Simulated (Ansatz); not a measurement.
# Zn3Mo, from a guessed structure to a relaxed one

This structure for Zn3Mo is made up. Its elements were placed in a known structure type with a cell scaled to their sizes. What cell does the guess relax to, and how far off was it?

Method: DFT, r2SCAN, plane-wave PAW, files of the set soft_1, scalar-relativistic, no spin, cell and ions relaxed at zero pressure; PAW set soft_1, in the first sound run; inputs show where later runs differ, in Ansatz 0.2.0.

## (1) The structure

The structure is hexagonal, space group P6_3/mmc (No. 194). The conventional cell has a = 5.471 Å, b = 5.471 Å, c = 4.417 Å, α = 90.00°, β = 90.00°, γ = 120.00°. Nearest to Mo lie 12 Zn at 2.72 to 2.74 Å. Nearest to Zn lie 8 Zn at 2.71 to 2.75 Å and 4 Mo at 2.72 to 2.74 Å. Farther neighbours are not listed.

## (2) Relaxation of the guess

The guess takes its coordinates from another compound and its volume from a rule, so the cell and any free coordinates are relaxed together.

input.yaml

```yaml
crystal:
  lattice:
    - [5.471, 0.0, 0.0]
    - [-2.7355, 4.738024984, 0.0]
    - [0.0, 0.0, 4.417]
  atoms:
    - { symbol: Mo, position: [0.666666667, 0.333333333, 0.25] }
    - { symbol: Mo, position: [0.333333333, 0.666666667, 0.75] }
    - { symbol: Zn, position: [0.33139999, 0.165699995, 0.75] }
    - { symbol: Zn, position: [0.834300005, 0.165699995, 0.75] }
    - { symbol: Zn, position: [0.834300005, 0.66860001, 0.75] }
    - { symbol: Zn, position: [0.66860001, 0.834300005, 0.25] }
    - { symbol: Zn, position: [0.165699995, 0.834300005, 0.25] }
    - { symbol: Zn, position: [0.165699995, 0.33139999, 0.25] }
kpoints:
  mp_grid: { grid: [6, 6, 6] }
scf:
  occupations: { method: fermi_dirac, width: 0.05 }
hamiltonian:
  xc: r2scan
  pseudopotentials: { kind: paw, azcp: { folder: soft_1 } }
relax:
  f_tol: 0.015
  max_steps: 70
  cell: {}
output:
  forces: true
  stress: true
```

Started as:

```sh
$ ansatz run input.yaml --threads 4 --pin off --max-ram 10240MiB --backend cpu --events-out ev --progress --plain --runs-dir out
```

Numbers of over 12 decimals in the logs are rounded to 6 here.

Log:

```text
Engine: ansatz 0.2.0, aarch64-unknown-linux-gnu
Pseudopotentials: kind: paw
Pseudopotential: Mo, paw, valence charge 14, recommended cutoff 500 eV (meta_gga), soft_1/Mo.paw.azcp
Pseudopotential: Zn, paw, valence charge 12, recommended cutoff 500 eV (meta_gga), soft_1/Zn.paw.azcp
Functional definition: r2SCAN
  parameter k0 = 0.174
  parameter k1 = 0.065
  parameter a1 = 4.9479
  exchange = r2scan_x(k0 = k0, k1 = k1, a1 = a1)
  correlation = r2scan_c
Crystal: 8 atoms, lattice volume = 114.496 Å³
Basis set: ecut = 500 eV, 2873 PW (Γ), exchange–correlation on 160×160×144 points (64 copies of the dense FFT grid, shifted against one another)
Bands: 60, of which v1, the nominal top of the filled ones, is band 50 counted from 1 (49 counted from 0)
Symmetry: 24 space group operations
Space group: P63/mmc (ITA 194), of the structure as read, at distance tolerance 4.9e-5 Å
k-points: 28 of 216
Non-local potential: Mo, projectors of the file, l = 0: 3, l = 1: 2, l = 2: 2, l = 3: 1
Non-local potential: Zn, projectors of the file, l = 0: 2, l = 1: 2, l = 2: 3, l = 3: 1
PAW form: soft (Blöchl's): semilocal exchange-correlation on the pseudo side does not see the compensation charge
PAW frozen core: Mo, regenerated for the run's functional (the file was generated under x = pbe(κ = 0.804, μ = 0.219515), c = pbe(β = 0.066725))
PAW frozen core: Zn, regenerated for the run's functional (the file was generated under x = pbe(κ = 0.804, μ = 0.219515), c = pbe(β = 0.066725))
PAW one-centre angular grid: Mo, 590 points (default); XC on 160 Gauss nodes
PAW one-centre angular grid: Zn, 590 points (default); XC on 160 Gauss nodes
Initial density: superposition of atomic densities (chi_scale 0.1, normalization cell, long waves kept (reshape's long-wave potential 0.00 eV rms))
Initial wavefunctions: pseudopotential atomic-orbital guess
Functional: x = r2scan, c = r2scan; τ floored in thin density (d = 2e-4 eV/Å³)
SCF iter   1: F=—  HF=-29891.713236 eV  |F-HF|=—  |Δ(HF+E_count)|=         —  Δρ=9.71e-2  dr2=1.91e1  dr2_τ=7.61e-1  ethr=3.10e-3  ⟨swp⟩=7.4  Hψ=7256  notcnv=0  defer=7
preconditioner: auto → Kerker (q_TF=auto, 2.667 Å⁻¹)  [metal: Δε(μ)=0.029 eV  Ē_g=10.095 eV  σ=0.050 eV  W_gap=0.14  n_scr=32 (ndim 8)  ℏωp=31.8 eV  f_vac=0.000  D(μ)=3.87/eV (n_scr^D=26)]
SCF iter   2: F=—  HF=-29888.396103 eV  |F-HF|=—  |Δ(HF+E_count)|=    3.32e0  Δρ=2.88e-2  dr2=9.56e-1  dr2_τ=4.28e-1  ethr=3.10e-3  ⟨swp⟩=3.0  Hψ=3734  notcnv=0  defer=61
SCF iter   3: F=—  HF=-29888.563327 eV  |F-HF|=—  |Δ(HF+E_count)|=   1.67e-1  Δρ=1.47e-2  dr2=1.54e-1  dr2_τ=5.74e-3  ethr=9.56e-4  ⟨swp⟩=3.1  Hψ=3540  notcnv=0  defer=66
SCF iter   4: F=—  HF=-29888.661321 eV  |F-HF|=—  |Δ(HF+E_count)|=   9.80e-2  Δρ=9.51e-3  dr2=9.14e-2  dr2_τ=9.59e-4  ethr=1.54e-4  ⟨swp⟩=2.2  Hψ=3021  notcnv=0  defer=64
SCF iter   5: F=—  HF=-29888.637027 eV  |F-HF|=—  |Δ(HF+E_count)|=   2.43e-2  Δρ=2.29e-3  dr2=6.55e-3  dr2_τ=1.12e-4  ethr=9.14e-5  ⟨swp⟩=2.0  Hψ=3294  notcnv=0  defer=64
SCF iter   6: F=—  HF=-29888.639021 eV  |F-HF|=—  |Δ(HF+E_count)|=   1.99e-3  Δρ=8.96e-4  dr2=9.77e-4  dr2_τ=2.28e-5  ethr=6.55e-6  ⟨swp⟩=2.0  Hψ=2862  notcnv=0  defer=64
SCF iter   7: F=—  HF=-29888.639336 eV  |F-HF|=—  |Δ(HF+E_count)|=   3.16e-4  Δρ=3.44e-4  dr2=2.99e-4  dr2_τ=1.99e-6  ethr=9.77e-7  ⟨swp⟩=2.2  Hψ=2674  notcnv=0  defer=64
SCF iter   8: F=—  HF=-29888.639343 eV  |F-HF|=—  |Δ(HF+E_count)|=   6.60e-6  Δρ=1.93e-4  dr2=9.11e-5  dr2_τ=8.47e-7  ethr=2.99e-7  ⟨swp⟩=2.0  Hψ=2701  notcnv=0  defer=64
SCF iter   9: F=—  HF=-29888.639354 eV  |F-HF|=—  |Δ(HF+E_count)|=   1.11e-5  Δρ=4.56e-5  dr2=2.62e-6  dr2_τ=6.84e-8  ethr=9.11e-8  ⟨swp⟩=2.0  Hψ=2783  notcnv=0  defer=64
SCF iter  10: F=—  HF=-29888.639356 eV  |F-HF|=—  |Δ(HF+E_count)|=   2.18e-6  Δρ=1.41e-5  dr2=1.72e-7  dr2_τ=6.75e-9  ethr=2.62e-9  ⟨swp⟩=2.0  Hψ=2797  notcnv=0  defer=64
SCF iter  11: F=-29888.639356 eV  HF=-29888.639356 eV  |F-HF|=7.76e-9  |Δ(HF+E_count)|=   2.20e-7  Δρ=4.48e-6  dr2=2.37e-8  dr2_τ=1.35e-9  ethr=1.00e-10  ⟨swp⟩=4.5  Hψ=5863  notcnv=0
SCF 1 converged in 11 iterations: F = -29888.639356 eV  dr2 = 2.37e-8
  greatest PAW one-centre occupation: 0.999 electrons in one spin orbital (limit 2), on the Mo atom at site 1 (counted from 0), in its partial waves of l = 0
relax step   1: F+E_penalty+E_count = -29888.63935642 eV  Δ(F+E_penalty+E_count) = +0.000e0 eV  max|allowed force component| = 1.528e-1 eV/Å  Δτ_max = 0.0000 Å  P = -2.268 GPa  Ω = 114.496 Å³  (11 SCF iters, dr2 threshold 1.00e-7 eV, accepted)
Crystal: 8 atoms, lattice volume = 112.061 Å³
Basis set: ecut = 500 eV, 2849 PW (Γ), exchange–correlation on 160×160×144 points (64 copies of the dense FFT grid, shifted against one another)
Initial density: handed on by an earlier stage of this run
Initial wavefunctions: those handed on with the density
iter 1 solved again at ethr=1.16e-5 eV; its pass at ethr=3.10e-3 eV (dr2=1.16e-2 eV) is discarded
SCF iter   1: F=—  HF=-29888.623465 eV  |F-HF|=—  |Δ(HF+E_count)|=         —  Δρ=3.57e-3  dr2=1.28e-2  dr2_τ=6.69e-2  ethr=1.16e-5  ⟨swp⟩=2.3  Hψ=8781  notcnv=0
preconditioner: auto → Resta (q_TF=auto, 2.677 Å⁻¹)  ε∞=12.4  [insulator: Δε(μ)=0.278 eV  Ē_g=9.506 eV  σ=0.050 eV  W_gap=0.56  n_scr=26 (ndim 8)  ℏωp=32.1 eV  f_vac=0.000  D(μ)=1.17/eV (n_scr^D=6)  ε∞_Penn≈12.4]
SCF iter   2: F=—  HF=-29888.725031 eV  |F-HF|=—  |Δ(HF+E_count)|=   1.02e-1  Δρ=1.80e-3  dr2=2.39e-3  dr2_τ=3.66e-4  ethr=1.16e-5  ⟨swp⟩=2.0  Hψ=3360  notcnv=0
SCF iter   3: F=—  HF=-29888.725762 eV  |F-HF|=—  |Δ(HF+E_count)|=   7.31e-4  Δρ=1.08e-3  dr2=8.74e-4  dr2_τ=1.97e-5  ethr=2.39e-6  ⟨swp⟩=2.5  Hψ=3040  notcnv=0
SCF iter   4: F=—  HF=-29888.726236 eV  |F-HF|=—  |Δ(HF+E_count)|=   4.74e-4  Δρ=4.41e-4  dr2=1.60e-4  dr2_τ=5.51e-6  ethr=8.74e-7  ⟨swp⟩=2.0  Hψ=2859  notcnv=0
SCF iter   5: F=—  HF=-29888.726224 eV  |F-HF|=—  |Δ(HF+E_count)|=   1.23e-5  Δρ=1.95e-4  dr2=3.62e-5  dr2_τ=3.43e-6  ethr=1.60e-7  ⟨swp⟩=2.0  Hψ=2850  notcnv=0
SCF iter   6: F=—  HF=-29888.726216 eV  |F-HF|=—  |Δ(HF+E_count)|=   7.74e-6  Δρ=6.96e-5  dr2=3.94e-6  dr2_τ=1.56e-7  ethr=3.62e-8  ⟨swp⟩=2.0  Hψ=2855  notcnv=0
SCF iter   7: F=—  HF=-29888.726220 eV  |F-HF|=—  |Δ(HF+E_count)|=   4.07e-6  Δρ=3.04e-5  dr2=9.02e-7  dr2_τ=1.64e-8  ethr=8.00e-10  ⟨swp⟩=5.0  Hψ=6851  notcnv=0
SCF iter   8: F=-29888.726221 eV  HF=-29888.726221 eV  |F-HF|=1.52e-8  |Δ(HF+E_count)|=   5.96e-7  Δρ=7.37e-6  dr2=5.58e-8  dr2_τ=2.33e-9  ethr=8.00e-10  ⟨swp⟩=4.1  Hψ=5781  notcnv=0
SCF 2 converged in 8 iterations: F = -29888.726221 eV  dr2 = 5.58e-8
relax step   2: F+E_penalty+E_count = -29888.72622060 eV  Δ(F+E_penalty+E_count) = -8.686e-2 eV  max|allowed force component| = 1.499e-2 eV/Å  Δτ_max = 0.0120 Å  P = +1.253 GPa  Ω = 112.061 Å³  energy of the carried Pulay correction = +1.026e-3 eV  (8 SCF iters, dr2 threshold 8.00e-7 eV, accepted)
Crystal: 8 atoms, lattice volume = 113.293 Å³
Basis set: ecut = 500 eV, 2861 PW (Γ), exchange–correlation on 160×160×144 points (64 copies of the dense FFT grid, shifted against one another)
iter 1 solved again at ethr=2.92e-6 eV; its pass at ethr=3.10e-3 eV (dr2=2.92e-3 eV) is discarded
SCF iter   1: F=—  HF=-29888.713132 eV  |F-HF|=—  |Δ(HF+E_count)|=         —  Δρ=1.67e-3  dr2=2.65e-3  dr2_τ=1.17e-2  ethr=2.92e-6  ⟨swp⟩=2.4  Hψ=8824  notcnv=0
preconditioner: auto → Kerker (q_TF=auto, 2.672 Å⁻¹)  [metal: Δε(μ)=0.072 eV  Ē_g=9.456 eV  σ=0.050 eV  W_gap=0.33  n_scr=26 (ndim 8)  ℏωp=32.0 eV  f_vac=0.000  D(μ)=1.02/eV (n_scr^D=0)]
SCF iter   2: F=—  HF=-29888.733889 eV  |F-HF|=—  |Δ(HF+E_count)|=   2.08e-2  Δρ=7.11e-4  dr2=5.57e-4  dr2_τ=7.64e-5  ethr=2.65e-6  ⟨swp⟩=2.0  Hψ=3352  notcnv=0
SCF iter   3: F=—  HF=-29888.733926 eV  |F-HF|=—  |Δ(HF+E_count)|=   3.71e-5  Δρ=4.24e-4  dr2=2.08e-4  dr2_τ=4.24e-6  ethr=5.57e-7  ⟨swp⟩=2.6  Hψ=2835  notcnv=0
SCF iter   4: F=—  HF=-29888.733987 eV  |F-HF|=—  |Δ(HF+E_count)|=   6.03e-5  Δρ=2.50e-4  dr2=6.82e-5  dr2_τ=2.41e-6  ethr=2.08e-7  ⟨swp⟩=2.0  Hψ=2859  notcnv=0
SCF iter   5: F=—  HF=-29888.733984 eV  |F-HF|=—  |Δ(HF+E_count)|=   3.21e-6  Δρ=7.46e-5  dr2=9.02e-6  dr2_τ=8.36e-7  ethr=6.82e-8  ⟨swp⟩=2.0  Hψ=2838  notcnv=0
SCF iter   6: F=-29888.733983 eV  HF=-29888.733983 eV  |F-HF|=4.38e-7  |Δ(HF+E_count)|=   1.01e-6  Δρ=2.66e-5  dr2=6.02e-7  dr2_τ=2.00e-8  ethr=8.00e-10  ⟨swp⟩=3.1  Hψ=7461  notcnv=0
SCF 3 converged in 6 iterations: F = -29888.733983 eV  dr2 = 6.02e-7
relax step   3: F+E_penalty+E_count = -29888.73398298 eV  Δ(F+E_penalty+E_count) = -7.762e-3 eV  max|allowed force component| = 3.887e-3 eV/Å  Δτ_max = 0.0038 Å  P = -0.194 GPa  Ω = 113.293 Å³  energy of the carried Pulay correction = +5.041e-4 eV  (6 SCF iters, dr2 threshold 8.00e-7 eV, accepted)
Crystal: 8 atoms, lattice volume = 113.126 Å³
iter 1 solved again at ethr=4.36e-8 eV; its pass at ethr=3.10e-3 eV (dr2=4.36e-5 eV) is discarded
SCF iter   1: F=—  HF=-29888.733877 eV  |F-HF|=—  |Δ(HF+E_count)|=         —  Δρ=2.31e-4  dr2=4.76e-5  dr2_τ=2.46e-4  ethr=4.36e-8  ⟨swp⟩=3.0  Hψ=8182  notcnv=0
preconditioner: auto → Resta (q_TF=auto, 2.673 Å⁻¹)  ε∞=12.4  [insulator: Δε(μ)=0.315 eV  Ē_g=9.456 eV  σ=0.050 eV  W_gap=0.51  n_scr=26 (ndim 8)  ℏωp=32.0 eV  f_vac=0.000  D(μ)=1.08/eV (n_scr^D=0)  ε∞_Penn≈12.4]
SCF iter   2: F=—  HF=-29888.734307 eV  |F-HF|=—  |Δ(HF+E_count)|=   4.30e-4  Δρ=1.08e-4  dr2=1.01e-5  dr2_τ=1.46e-6  ethr=4.36e-8  ⟨swp⟩=2.0  Hψ=3088  notcnv=0
SCF iter   3: F=—  HF=-29888.734309 eV  |F-HF|=—  |Δ(HF+E_count)|=   1.43e-6  Δρ=6.18e-5  dr2=2.90e-6  dr2_τ=1.03e-7  ethr=1.01e-8  ⟨swp⟩=2.3  Hψ=2786  notcnv=0
SCF iter   4: F=—  HF=-29888.734310 eV  |F-HF|=—  |Δ(HF+E_count)|=   1.88e-6  Δρ=2.73e-5  dr2=6.97e-7  dr2_τ=2.08e-8  ethr=2.90e-9  ⟨swp⟩=2.0  Hψ=2859  notcnv=0
SCF iter   5: F=-29888.734310 eV  HF=-29888.734311 eV  |F-HF|=2.97e-7  |Δ(HF+E_count)|=   1.06e-7  Δρ=1.50e-5  dr2=2.19e-7  dr2_τ=2.33e-8  ethr=3.88e-10  ⟨swp⟩=5.0  Hψ=7044  notcnv=0
SCF 4 converged in 5 iterations: F = -29888.734310 eV  dr2 = 2.19e-7
relax step   4: F+E_penalty+E_count = -29888.73431027 eV  Δ(F+E_penalty+E_count) = -3.273e-4 eV  max|allowed force component| = 3.041e-4 eV/Å  Δτ_max = 0.0006 Å  P = -0.011 GPa  Ω = 113.126 Å³  energy of the carried Pulay correction = +5.745e-4 eV  (5 SCF iters, dr2 threshold 3.88e-7 eV, accepted)
Initial wavefunctions: pseudopotential atomic-orbital guess (no wavefunctions were taken with the density)
iter 1 solved again at ethr=5.30e-8 eV; its pass at ethr=3.10e-3 eV (dr2=5.30e-5 eV) is discarded
SCF iter   1: F=—  HF=-29888.733951 eV  |F-HF|=—  |Δ(HF+E_count)|=         —  Δρ=1.06e-4  dr2=1.18e-6  dr2_τ=3.33e-6  ethr=5.30e-8  ⟨swp⟩=3.9  Hψ=12288  notcnv=0
preconditioner: auto → Resta (q_TF=auto, 2.673 Å⁻¹)  ε∞=12.4  [insulator: Δε(μ)=0.315 eV  Ē_g=9.458 eV  σ=0.050 eV  W_gap=0.50  n_scr=26 (ndim 8)  ℏωp=32.0 eV  f_vac=0.000  D(μ)=1.08/eV (n_scr^D=0)  ε∞_Penn≈12.4]
SCF iter   2: F=—  HF=-29888.733976 eV  |F-HF|=—  |Δ(HF+E_count)|=   2.51e-5  Δρ=5.38e-5  dr2=2.77e-7  dr2_τ=4.05e-7  ethr=1.18e-9  ⟨swp⟩=2.0  Hψ=2858  notcnv=0
SCF iter   3: F=—  HF=-29888.733985 eV  |F-HF|=—  |Δ(HF+E_count)|=   9.04e-6  Δρ=1.21e-5  dr2=8.64e-8  dr2_τ=3.73e-9  ethr=2.77e-10  ⟨swp⟩=2.0  Hψ=2918  notcnv=0
SCF iter   4: F=—  HF=-29888.733985 eV  |F-HF|=—  |Δ(HF+E_count)|=   1.05e-8  Δρ=2.27e-6  dr2=3.09e-9  dr2_τ=5.13e-10  ethr=8.64e-11  ⟨swp⟩=2.0  Hψ=2818  notcnv=0
SCF iter   5: F=—  HF=-29888.733985 eV  |F-HF|=—  |Δ(HF+E_count)|=   1.11e-8  Δρ=9.88e-7  dr2=7.21e-10  dr2_τ=5.34e-11  ethr=3.09e-12  ⟨swp⟩=2.0  Hψ=3030  notcnv=0
SCF iter   6: F=—  HF=-29888.733985 eV  |F-HF|=—  |Δ(HF+E_count)|=  4.26e-10  Δρ=4.01e-7  dr2=3.14e-10  dr2_τ=4.17e-11  ethr=1.00e-12  ⟨swp⟩=2.0  Hψ=2855  notcnv=0
SCF iter   7: F=-29888.733985 eV  HF=-29888.733985 eV  |F-HF|=3.64e-11  |Δ(HF+E_count)|=  7.28e-12  Δρ=1.21e-7  dr2=1.10e-11  dr2_τ=1.59e-12  ethr=1.00e-12  ⟨swp⟩=3.6  Hψ=6380  notcnv=0
SCF 5 converged in 7 iterations: F = -29888.733985 eV  dr2 = 1.10e-11
relax step   5: F+E_penalty+E_count = -29888.73398542 eV  Δ(F+E_penalty+E_count) = +3.249e-4 eV  max|allowed force component| = 2.448e-4 eV/Å  Δτ_max = 0.0000 Å  P = -0.013 GPa  Ω = 113.126 Å³  stress off target by 1.83e-2 GPa  SCF on the basis re-selected at this cell (its energy is not comparable with the rows above)  (7 SCF iters)
basis re-selected at this cell: Δ(F+E_penalty+E_count) = +3.249e-4 eV, ΔP = -0.001 GPa vs the last step (what re-selecting the basis moved, of the pressure what is left beyond the Pulay correction that the steps carried, after the strain that the cell walked since its last selection, with what the two solves' SCF thresholds leave and, on support functions, any second-order correction that the steps lacked; it is no m [...]
SCF converged after 7 iterations
Free energy (F): -29888.733985 eV
Harris-Foulkes:  -29888.733985 eV  (|F-HF|=3.64e-11)
Internal energy: -29888.724413 eV  (E = F + TS)
E sigma→0 (E₀):  -29888.729199 eV
Entropy (-TS):   -0.009572 eV (-1.197 meV/atom)
Fermi energy:    14.362055 eV
--- Per-component energies (eV) ---
  E_band       = 230.989306
  E_kinetic    = 1727.017114
  E_local      = -11687.867499  (includes V_loc(G=0)·N_el)
  E_nonlocal   = 5231.563626
  E_hartree    = 4314.927577
  E_xc         = -763.611799
  E_vxc        = -804.925927  (∫ρ·V_xc dr)
  E_paw        = -17938.162661  (= ΣΔE_a)
  E_vpaw       = -2914.638476  (= ΣTr[D̂ρ^β])
  E_aug_tail   = 0.000463  (compensation charges beyond the density's cutoff)
  E_vtau       = 49.984826  (kinetic-family band-sum trace: ∫τ·v_τ [+ j·A + Jᵃ·Aᵃ] dr)
  E_ewald      = -10771.053130
  E_core_change = -1.538103  (= ΣΔE_core)
  E_smearing   = -0.009572  (= −TS)
  E_closure    = -0.000000  (closes the sum)
  Σ components = -29888.733985   (vs F -29888.733985, Δ=0.00e0)
--- Forces (eV/Å), atoms counted from 1 ---
  atom   1  Mo     0.00000000    -0.00000000     0.00000000
  atom   2  Mo    -0.00000000     0.00000000    -0.00000000
  atom   3  Zn     0.00021200     0.00012240     0.00000000
  atom   4  Zn    -0.00021200     0.00012240     0.00000000
  atom   5  Zn     0.00000000    -0.00024480     0.00000000
  atom   6  Zn    -0.00021200    -0.00012240    -0.00000000
  atom   7  Zn     0.00021200    -0.00012240    -0.00000000
  atom   8  Zn    -0.00000000     0.00024480    -0.00000000
  max |Σ_I F_I| component: 4.62e-18 eV/Å
--- Stress (GPa, compression-positive) ---
       -0.018340       0.000000       0.000000
        0.000000      -0.018340       0.000000
        0.000000       0.000000      -0.001773
  P = ⅓ Tr σ = -0.0128 GPa (-0.128 kbar)
--- Relaxed structure (4 steps of the walk, 4 accepted, 1 SCFs on fresh bases) ---
  F+E_penalty+E_count = -29888.73398542 eV   max|allowed force component| = 2.448e-4 eV/Å   (the final SCF, on the basis selected at the relaxed cell)
  cell:  # Å, volume = 113.1260 Å³
    - [5.367524, 0.0, 0]
    - [-2.683762, 4.648412, 0]
    - [0, 0, 4.534026]
  atoms:
    - { symbol: Mo, position: [0.666667, 0.333333, 0.250000] }
    - { symbol: Mo, position: [0.333333, 0.666667, 0.750000] }
    - { symbol: Zn, position: [0.334615, 0.167308, 0.750000] }
    - { symbol: Zn, position: [0.832692, 0.167308, 0.750000] }
    - { symbol: Zn, position: [0.832692, 0.665385, 0.750000] }
    - { symbol: Zn, position: [0.665385, 0.832692, 0.250000] }
    - { symbol: Zn, position: [0.167308, 0.832692, 0.250000] }
    - { symbol: Zn, position: [0.167308, 0.334615, 0.250000] }
```

Run time: 37 s. Hardware: 4 threads of Arm Neoverse V1, shared host; peak memory 0.86 GiB; 2.4 min of CPU time.

Step by step:

```tsv
step	energy less that of the first step (eV)	largest force component (eV/Å)	pressure (GPa)	volume (Å³)
1	0.0000	0.1528	-2.27	114.50
2	-0.0869	0.0150	1.25	112.06
3	-0.0946	0.0039	-0.19	113.29
4	-0.0950	0.0003	-0.01	113.13
5*	-0.0946	0.0002	-0.01	113.13
```

Relaxation steps marked * repeat the geometry before them on a plane-wave basis chosen anew for their cell, so energy and pressure can jump there.

Forces are held to the 24 operations that the run works with; a distortion that breaks them can't arise in this run.

```tsv
conventional cell, symmetrised	before	after	change
a (Å)	5.471	5.368	-1.9 %
b (Å)	5.471	5.368	-1.9 %
c (Å)	4.417	4.534	+2.6 %
volume (Å³/atom)	14.31	14.14	-1.2 %
```

The atoms that moved most (Å, as changes of fractional coordinates times the final cell):

```tsv
atom	dx	dy	dz	length
Zn4	-0.013	0.007	0.000	0.015
Zn8	0.000	0.015	0.000	0.015
Zn6	-0.013	-0.007	0.000	0.015
Zn3	0.013	0.007	0.000	0.015
Zn7	0.013	-0.007	0.000	0.015
Zn5	0.000	-0.015	0.000	0.015
```

Numbers from this step:

| Property | Result |
| --- | --- |
| free energy | -29888.7340 eV |
| energy at zero smearing | -29888.7292 eV |
| smearing term TS | 0.009572 eV |
| Fermi energy | 14.36 eV |
| electrons | 100 |
| symmetry operations | 24 |
| pressure | -0.01282 GPa |

The shortest distance of each pair, which need not be the same contact before and after:

```tsv
pair	guess (Å)	relaxed (Å)
Zn–Zn	2.710	2.673
Mo–Zn	2.720	2.684
Mo–Mo	3.854	3.840
```

The relaxation ends with a largest force component of 2.4e-4 eV/Å and a pressure of -0.01 GPa.

[end of part 1 of 2]

[Logs are printed without paths, hosts, clocks, repeated set-up lines and the standing remarks that a program may print on its own settings, such as how far it seeks lower states.]

[Hosts, paths, dates, database ids (printed as entryN), source tags and the programs' standing remarks are cut or masked in the printed files.]
